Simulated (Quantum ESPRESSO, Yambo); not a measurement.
# MgH2 (P4_2/mnm): G0W0 on several meshes in Yambo, part 2 of 2

Aim: the GW shift of MgH2 (P4_2/mnm) against the k mesh.

Quantum ESPRESSO 7.5 and Yambo 5.3.0; PBE and many-body steps on it, plane waves. Known limits of the many-body steps: not at the basis limit; coarse k mesh.

So far. Step 4 (4×4×4): The gap on the mesh goes from 3.90 eV to 5.96 eV, a correction of +2.06 eV. Step 5 (Empty states on the mesh, 2×2×4 mesh, 173 bands): On this mesh the gap is 3.915 eV.

### 7. 2×2×4

This step: G0W0 on PBE, plane waves, norm-conserving pseudopotentials.

The input, gw11.in:

```
HF_and_locXC
gw0
dyson
ppa
em1d
rim_cut
RandQpts= 1000000
RandGvec= 1 RL
EXXRLvcs= 76 Ry
VXCRLvcs= 304 Ry
Chimod= "HARTREE"
% BndsRnXp
 1 | 173 |
%
NGsBlkXp= 13 Ry
% LongDrXp
 1 | 1 | 1 |
%
% GbndRnge
 1 | 173 |
%
DysSolver= "n"
ExtendOut
PPAPntXp= 27.21138 eV
% QPkrange
 3 | 3 | 11 | 14 |
 9 | 9 | 11 | 14 |
 1 | 1 | 11 | 14 |
%
```

Run with:

```bash
$ OMP_NUM_THREADS=2 mpirun -n 2 yambo -F gw11.in -J gw11 -C gw11 > gw11.log
```

Output:

```text
 Yambo, version 5.3.0

 [02] CORE Variables Setup
 =========================

  [... cell, symmetries and grids as in the set-up ...]

  [02.05] Energies & Occupations
  ==============================

  [X] === General ===
  [X] Electronic Temperature                        :  0.000000  0.000000 [eV K]
  [X] Bosonic    Temperature                        :  0.000000  0.000000 [eV K]
  [X] Finite Temperature mode                       : no
  [X] El. density                                   :  0.38947E+24 [cm-3]
  [X] Fermi Level                                   :  1.684438 [eV]

  [X] === Gaps and Widths ===
  [X] Conduction Band Min                           :  3.914984 [eV]
  [X] Valence Band Max                              :  0.000000 [eV]
  [X] Filled Bands                                  :  12
  [X] Empty Bands                                   :   13  173
  [X] Direct Gap                                    :  4.769158 [eV]
  [X] Direct Gap localized at k                     :   9
  [X] Indirect Gap                                  :  3.914984 [eV]
  [X] Indirect Gap between kpts                     :   3   9
  [X] Last valence band width                       :  2.627665 [eV]
  [X] 1st conduction band width                     :  5.219411 [eV]

 [03] Transferred momenta grid and indexing
 ==========================================

 IBZ Q-points                                      :   9
 BZ  Q-points                                      :  16

 K/Q-points units:
 rlu = crystal or reduced units; cc = cartesian coordinates; iku = interal k-units

 Q [1]          [rlu]:  0.000000  0.000000  0.000000
 Q [2]          [rlu]:  0.000000  0.000000  0.250000
 Q [3]          [rlu]:  0.000000  0.000000 -0.500000
[...]
[Hartree-Fock] Conduction Band Min                :  5.196410 [eV]
  [Hartree-Fock] Valence Band Max                   : -0.235958 [eV]
  [Hartree-Fock] Filled Bands                       :  12
  [Hartree-Fock] Empty Bands                        :   13  173
  [Hartree-Fock] Direct Gap                         :  5.830294 [eV]
  [Hartree-Fock] Direct Gap localized at k          :   4
  [Hartree-Fock] Indirect Gap                       :  5.432369 [eV]
  [Hartree-Fock] Indirect Gap between kpts          :   5   2
  [Hartree-Fock] Last valence band width            :  4.187940 [eV]
  [Hartree-Fock] 1st conduction band width          :  6.010696 [eV]

 [08] Dyson equation: Newton solver
 ==================================

  [08.01] G0W0 (W PPA)
  ====================

  [  GW  ] Bands range     :    1  173
  [GW/PPA] G damping       :  0.100000 [eV]

  QP @ state[ 1 ] K range:  1  1
  QP @ state[ 1 ] b range:  11  14
  QP @ state[ 2 ] K range:  3  3
  QP @ state[ 2 ] b range:  11  14
  QP @ state[ 3 ] K range:   9   9
  QP @ state[ 3 ] b range:  11  14

   Sc/G bands                                       :    1  173
   Sc/G damping                                     :  0.100000 ev
   Sc bands terminator                              : no
   Sx RL components                                 :   4683

   QP @ state[ 1 ] K range                          :  1  1
   QP @ state[ 1 ] b range                          :  11  14
   QP @ state[ 2 ] K range                          :  3  3
   QP @ state[ 2 ] b range                          :  11  14
   QP @ state[ 3 ] K range                          :   9   9
   QP @ state[ 3 ] b range                          :  11  14
   GF energies kind                                 : Perdew, Burke & Ernzerhof(X)+Perdew, Burke & Ernzerhof(C)
   GF WF`s kind                                     : Perdew, Burke & Ernzerhof(X)+Perdew, Burke & Ernzerhof(C)
   Xs energies kind                                 : Perdew, Burke & Ernzerhof(X)+Perdew, Burke & Ernzerhof(C)
   Xs WF`s kind                                     : Perdew, Burke & Ernzerhof(X)+Perdew, Burke & Ernzerhof(C)

 [11] Game Over & Game summary
```

Wall time 63 s (2 MPI ranks of Arm Neoverse V1, shared host); peak memory 0.85 GiB.

This step gave:

- G0W0 gap on the points computed: 5.920 eV
- starting gap on the mesh: 3.915 eV
- k of the valence top: 0, 0, -0.5
- k of the conduction bottom: -0.5, -0.5, -0.5
- least direct G0W0 gap on the computed points: 6.842 eV
- Z at the valence top: 0.7867
- Z at the conduction bottom: 0.8250

Against G0W0 in Yambo (4×4×4 mesh, 173 bands, screening to 176.9 eV, Godby-Needs plasmon pole), the gap moves by −0.035 eV.

### 8. Empty states on the mesh, 4×4×6 mesh, 173 bands

This step: Quantum ESPRESSO 7.5; DFT, PBE, plane waves, norm-conserving pseudopotentials.

The input, pw.in:

```
&control
  calculation = 'nscf'
  prefix = 'x'
  outdir = 'o'
  pseudo_dir = 'pseudo'
/
&system
  ibrav = 0
  nat = 6
  ntyp = 2
  ecutwfc = 76.0
  nbnd = 173
  force_symmorphic = .true.
/
&electrons
  conv_thr = 1e-9
  electron_maxstep = 80
  diago_full_acc = .true.
  diago_thr_init = 5e-6
/
ATOMIC_SPECIES
  Mg 24.305 Mg.upf
  H 1.008 H.upf
CELL_PARAMETERS angstrom
  4.5168000000 0.0000000000 0.0000000000
  0.0000000000 4.5168000000 0.0000000000
  0.0000000000 0.0000000000 3.0205000000
ATOMIC_POSITIONS crystal
  Mg 0.0000000000 0.0000000000 0.0000000000
  Mg 0.5000000000 0.5000000000 0.5000000000
  H 0.3060000000 0.3060000000 0.0000000000
  H 0.1940000000 0.8060000000 0.5000000000
  H 0.6940000000 0.6940000000 0.0000000000
  H 0.8060000000 0.1940000000 0.5000000000
K_POINTS automatic
  4 4 6 0 0 0
```

Run with:

```bash
$ OMP_NUM_THREADS=1 mpirun -n 4 pw.x -nk 4 -in pw.in > pw.out
```

Output:

```text
[banner, memory and clock lines left out]
Program PWSCF v.7.5 starts

     Atomic positions and unit cell read from directory:
     o/x.save/

     Message from routine setup:
     using ibrav=0 with symmetry is DISCOURAGED, use correct ibrav instead

     G-vector sticks info

     bravais-lattice index     =            0
     lattice parameter (alat)  =       8.5355  a.u.
     unit-cell volume          =     415.8504 (a.u.)^3
     number of atoms/cell      =            6
     number of atomic types    =            2
     number of electrons       =        24.00
[...]
[... 10 further rows ...]
[...]
104.2050 104.2050 105.1592 105.6493 105.7343

          k = 0.0000 0.0000 0.4985 (  4656 PWs)   bands (ev):

[...]
55.6440  55.9016  55.9016  57.1481  57.9150  58.4918  58.4918  60.5952
     [... 10 further rows ...]
    98.9836  99.1662  99.1662 100.1150 100.6969 100.6969 101.3708 105.1374
   105.1752 106.2147 107.2159 107.2159 107.8734

          k = 0.0000 0.0000-0.7477 (  4632 PWs)   bands (ev):

     [... further k-points ...]

     highest occupied, lowest unoccupied level (ev):     1.7041    5.5994

     XML data file, pseudopotentials, collected wavefunctions
```

Wall time 43 s (4 MPI ranks); peak memory 0.47 GiB.

This step gave:

```
gap                                                           : 3.895 eV
k of the valence top                                          : 0, 0.25, 0
k of the conduction bottom                                    : -0.5, -0.5, -0.5
least direct gap                                              : 4.666 eV
k points computed                                             : 28
lowest point of the top converged band, above the valence top : 101.9259 eV
```

On this mesh the gap is 3.895 eV.

### 9. Conversion and set-up

This step: Yambo 5.3.0; conversion and set-up on PBE, plane waves, norm-conserving pseudopotentials.

Run with:

```bash
$ (cd o/x.save; p2y > p2y.log; mv SAVE ../..); yambo > setup.log
```

Output:

```text
 Yambo, version 5.3.0

 [02] CORE Variables Setup
 =========================

  [02.01] Unit cells
  ==================

  Cell kind             :  Unknown
  Atoms in the cell     :  Mg  H
  number of Mg atoms    :  2
  number of H  atoms    :   4

  List of atomic masses
  Mass of Mg    :  24.30500
  Mass of H     :  1.008000

  List of atomic coordinates    : [cc]
  Mg1       :  0.000000  0.000000  0.000000  order 1
  Mg2       :  4.267757  4.267757  2.853959  order 2
  H1       :  2.611868  2.611868  0.000000  order 3
  H2       :  1.655890  6.879625  2.853959  order 4
[...]
K/Q-points units:
 rlu = crystal or reduced units; cc = cartesian coordinates; iku = interal k-units

 Q [ 1]         [rlu]:  0.000000  0.000000  0.000000
 Q [ 2]         [rlu]:  0.000000  0.000000  0.166667
 Q [ 3]         [rlu]:  0.000000  0.000000  0.333333
[...]
Q [ 8]         [rlu]:  0.000000  0.250000 -0.500000
 Q [ 9]         [rlu]:  0.000000 -0.500000  0.000000
 Q [10]         [rlu]:  0.000000 -0.500000  0.166667
     [... 16 further rows ...]
 Q [27]         [rlu]: -0.250000  0.250000 -0.333333
 Q [28]         [rlu]: -0.250000  0.250000  0.500000

  [03.01] X indexes
  =================

   [03.01.01] Sigma indexes
   ========================

 [06] Game Over & Game summary
```

Run time: 2.4 s. Hardware: 1 MPI rank; peak memory 0.25 GiB.

### 10. 4×4×6

This step: G0W0 on PBE, plane waves, norm-conserving pseudopotentials.

gw12.in, as its differences from gw11.in of step 7:

```diff
@@ -25,4 +25,5 @@
 % QPkrange
- 3 | 3 | 11 | 14 |
- 9 | 9 | 11 | 14 |
+ 5 | 5 | 11 | 14 |
+ 24 | 24 | 11 | 14 |
+ 28 | 28 | 11 | 14 |
  1 | 1 | 11 | 14 |
```

Run with:

```bash
$ OMP_NUM_THREADS=2 mpirun -n 2 yambo -F gw12.in -J gw12 -C gw12 > gw12.log
```

Output:

```text
 Yambo, version 5.3.0

 [02] CORE Variables Setup
 =========================

  [... cell, symmetries and grids as in the set-up ...]

  [02.05] Energies & Occupations
  ==============================

  [X] === General ===
  [X] Electronic Temperature                        :  0.000000  0.000000 [eV K]
  [X] Bosonic    Temperature                        :  0.000000  0.000000 [eV K]
  [X] Finite Temperature mode                       : no
  [X] El. density                                   :  0.38947E+24 [cm-3]
[...]
QP @ state[ 3 ] b range                          :  11  14
   QP @ state[ 4 ] K range                          :  28  28
   QP @ state[ 4 ] b range                          :  11  14
   GF energies kind                                 : Perdew, Burke & Ernzerhof(X)+Perdew, Burke & Ernzerhof(C)
   GF WF`s kind                                     : Perdew, Burke & Ernzerhof(X)+Perdew, Burke & Ernzerhof(C)
   Xs energies kind                                 : Perdew, Burke & Ernzerhof(X)+Perdew, Burke & Ernzerhof(C)
   Xs WF`s kind                                     : Perdew, Burke & Ernzerhof(X)+Perdew, Burke & Ernzerhof(C)

 [11] Game Over & Game summary
```

Wall time 12 min (2 MPI ranks); peak memory 1.5 GiB; 47 min of CPU time.

This step gave:

* G0W0 gap on the mesh: 5.962 eV
* starting gap on the mesh: 3.895 eV
* k of the valence top: 0, 0.25, 0
* k of the conduction bottom: -0.5, -0.5, -0.5
* least direct G0W0 gap on the computed points: 6.765 eV

Against G0W0 in Yambo (4×4×4 mesh, 173 bands, screening to 176.9 eV, Godby-Needs plasmon pole), the gap moves by +0.007 eV.

### 11. Side by side

Times are wall times on 2 MPI ranks of Arm Neoverse V1, shared host, good to a factor of about two.

```tsv
run	mesh	bands	screening cutoff (eV)	DFT gap (eV)	gap on the mesh (eV)	direct (eV)	time
4×4×4	4×4×4	173	176.9	3.895	5.955	6.762	7.2 min
2×2×4	2×2×4	173	176.9	3.915	5.920	6.842	63 s
4×4×6	4×4×6	173	176.9	3.895	5.962	6.765	12 min
```

### 12. Summary of results

| Property | Result |
| --- | --- |
| 4×4×4 | 5.955 eV |
| 2×2×4 | 5.920 eV |
| 4×4×6 | 5.962 eV |
| known limits | not at the basis limit; coarse k mesh |

2×2×4: −0.035 eV against 4×4×4, +0.020 eV of it in the start. 4×4×6: +0.007 eV against 4×4×4. Bands and cutoff are finite, so the gap is not at the basis limit. The miss can reach some tenths of an eV and take either sign; the mesh is an error of its own. A denser mesh or path gives a starting gap of 3.76 eV: the GW mesh misses a band edge, so its gaps are not the fundamental one. The 4×4×4 mesh is coarse for this cell, which bears on the long-range parts of exchange and screening.

[Paths, hosts, dates, memory and timing lines, banners, echoed tables and standing remarks are left out of the program output.]

[Logs are printed without paths, hosts, clocks, repeated set-up lines and the standing remarks that a program may print on its own settings, such as how far it seeks lower states.]

[Runs of the session that timed out or met a known fault of the program may be left out.]

[Hosts, paths, dates, database ids (printed as entryN), source tags and the programs' standing remarks are cut or masked in the printed files.]
